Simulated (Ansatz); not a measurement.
# Elastic response of glassy 56P2O5-28Na2O-16Al2O3 (mol %) (139 atoms): runs compared

How stiff is glassy 56P2O5-28Na2O-16Al2O3 (mol %) (139 atoms)?

Computed with Ansatz 0.2.0: Kohn-Sham DFT, PBE, PAW (set soft_2), plane waves.

## (1) The cell as built

The cell holds 139 atoms: 28 P, 14 Na, 8 Al and 89 O. Its edges and angles: a = 12.341 Å, b = 12.341 Å, c = 12.341 Å, α = 90.0°, β = 90.0°, γ = 90.0°. 139 atoms (28 P, 14 Na, 8 Al, 89 O) placed at random at 2.53 g/cm³, melted at 4000 K for 10 ps at fixed volume with the Morse and Coulomb pair potential with partial charges (Pedone, Malavasi, Menziani, Cormack and Segre, J. Phys. Chem. B 110, 11780 (2006)). Quenched from 4000 K to 300 K at 200 K/ps and fixed volume, held 10 ps at zero pressure, then minimised at fixed cell.

What the set-up can't give: The quench rate of 200 K/ps is many orders above laboratory rates, so the cell is likely richer in defects and strain than a real sample. The starting topology of bonds comes from the classical model, and needn't be the one that DFT or experiment would give. Sampling is at Γ alone.

## (2) The reference run

The reference is a single point at the end of the relaxation.

Every strained cell starts from the geometry of this run, and its atoms are relaxed with the cell held.

Its input, with most atom lines left out:

```yaml
crystal:
  lattice:
    - [12.32389, -0.28477, -0.0925]
    - [-0.28477, 13.10719, 0.49429]
    - [-0.0925, 0.49429, 12.25575]
  atoms:
    - { symbol: P, position: [0.62229, 0.321, 0.54493] }
    - { symbol: P, position: [0.15448, 0.70721, 0.56777] }
    - { symbol: P, position: [0.59385, 0.92788, 0.59154] }
    - { symbol: P, position: [0.86032, 0.21642, 0.88529] }
    - { symbol: P, position: [0.96243, 0.25255, 0.12191] }
    - { symbol: P, position: [0.37472, 0.63632, 0.52038] }
    - { symbol: P, position: [0.1931, 0.09412, 0.87776] }
    [... atom lines 8 to 139 left out ...]
kpoints:
  mp_grid: { grid: [1, 1, 1] }
hamiltonian:
  xc: pbe
scf:
  occupations: { method: fixed }
output:
  forces: true
  stress: true
  populations: true
  dos:
    method: { smearing: { sigma: 0.08 } }
    de: 0.1
    projected: { site_lists: { Al: [Al], Na: [Na], O: [O], P: [P] } }
  eigenvalues: true
  write_density: true
  write_potential: true
  volumetric_format: npy
  elf: true
```

```
free energy per atom   : -696.8258 eV/atom
r.m.s. force component : 0.00745 eV/Å
pressure               : -0.01038 GPa
```

Filled and empty levels are parted by 2.59 eV (at Γ alone); a semilocal functional tends to put such gaps too low. In a disordered cell it changes from sample to sample, and tail or defect levels can set it.

## (3) The runs

Each row is one run, on 4 threads of Intel Xeon Platinum 8488C (Sapphire Rapids), shared host. The free energy is the program's total, comparable only between runs with the same functional, potentials and atoms.

| run | atoms | outcome | ionic steps, all passes | free energy (eV) | time | host memory (GiB) |
| --- | --- | --- | --- | --- | --- | --- |
| Single point at the start | 139 | converged | - | -96842.832 | 18 s | 2.8 |
| Cell and atoms relaxed | 139 | converged | 50 | -96858.786 | 14 min | 2.9 |
| Single point at the relaxed geometry | 139 | converged | - | -96858.786 | 36 s | 3.1 |
| Volume -3 % | 139 | converged | 10 | -96858.639 | 4.1 min | 3.0 |
| Volume +3 % | 139 | converged | 18 | -96858.820 | 7.2 min | 3.2 |
| Volume -6 % | 139 | converged | 13 | -96858.174 | 5.4 min | 2.9 |
| Volume +6 % | 139 | cut at the time limit | 13 | -96858.503 | 5.6 min | 3.2 |
| Volume -10 % | 139 | cut at the time limit | 10 | -96857.128 | 3.5 min | 2.8 |
| Stretched by 1 % along x | 139 | cut at the time limit | 3 | - | 91 s | 3.1 |

In some runs the program notes that the exchange-correlation potential is rough where the density is thin and the SCF threshold is loose for the stress.

## (4) Pressure against volume

Atoms are relaxed at each volume, in the scaled cell.

| volume change (%) | volume (Å³/atom) | energy change (meV/atom) | pressure (GPa) | largest move on relaxing (Å) | bonds | gap (eV) |
| --- | --- | --- | --- | --- | --- | --- |
| -6 | 13.360 | 4.40 | 1.71 | 0.53 | 218 | 2.75 |
| -3 | 13.787 | 1.06 | 0.84 | 0.23 | 216 | 2.68 |
| +0 | 14.213 | 0.00 | -0.01 | - | 214 | 2.59 |
| +3 | 14.639 | -0.24 | -0.55 | 0.67 | 214 | 2.58 |

## (5) Outcome

The bulk modulus, from the slope of pressure against ln V over the three points nearest the relaxed volume, is 23.1 GPa; between neighbouring points the slope runs 28, 28 and 18 GPa from the smallest volume up, without a steady fall, so no pressure derivative is given. The count of bonds runs from 214 to 218 over the series, so at some points contacts cross the cutoffs. At -6 % and +3 % some atom moved by over 0.5 Å on relaxing, so those points may sit in another local minimum. At +3 % the energy lies below that of a less strained cell, so the structure found a lower minimum there. The curvature of the energy over the same three points gives 10.2 GPa instead, so stress and energy disagree and the modulus is uncertain by that much. The gap goes from 2.75 eV at the smallest volume to 2.58 eV at the largest, -2.0 eV per unit of ln V by a straight line, on the run's k-points.

**Limits.** Strains are finite and relaxations stop at the force tolerance of the input, which can leave moduli too stiff; they are those of a static cell at zero temperature. Volumes are changed with the cell's shape held, so in an anisotropic solid the modulus lies over the one under free hydrostatic load. The program notes that the SCF threshold of the relaxations is loose for the stress.

The DFT runs together took 42 min of wall time.

[Logs are printed without paths, hosts, clocks, repeated set-up lines and the standing remarks that a program may print on its own settings, such as how far it seeks lower states.]

[Hosts, paths, dates, database ids (printed as entryN), source tags and the programs' standing remarks are cut or masked in the printed files.]
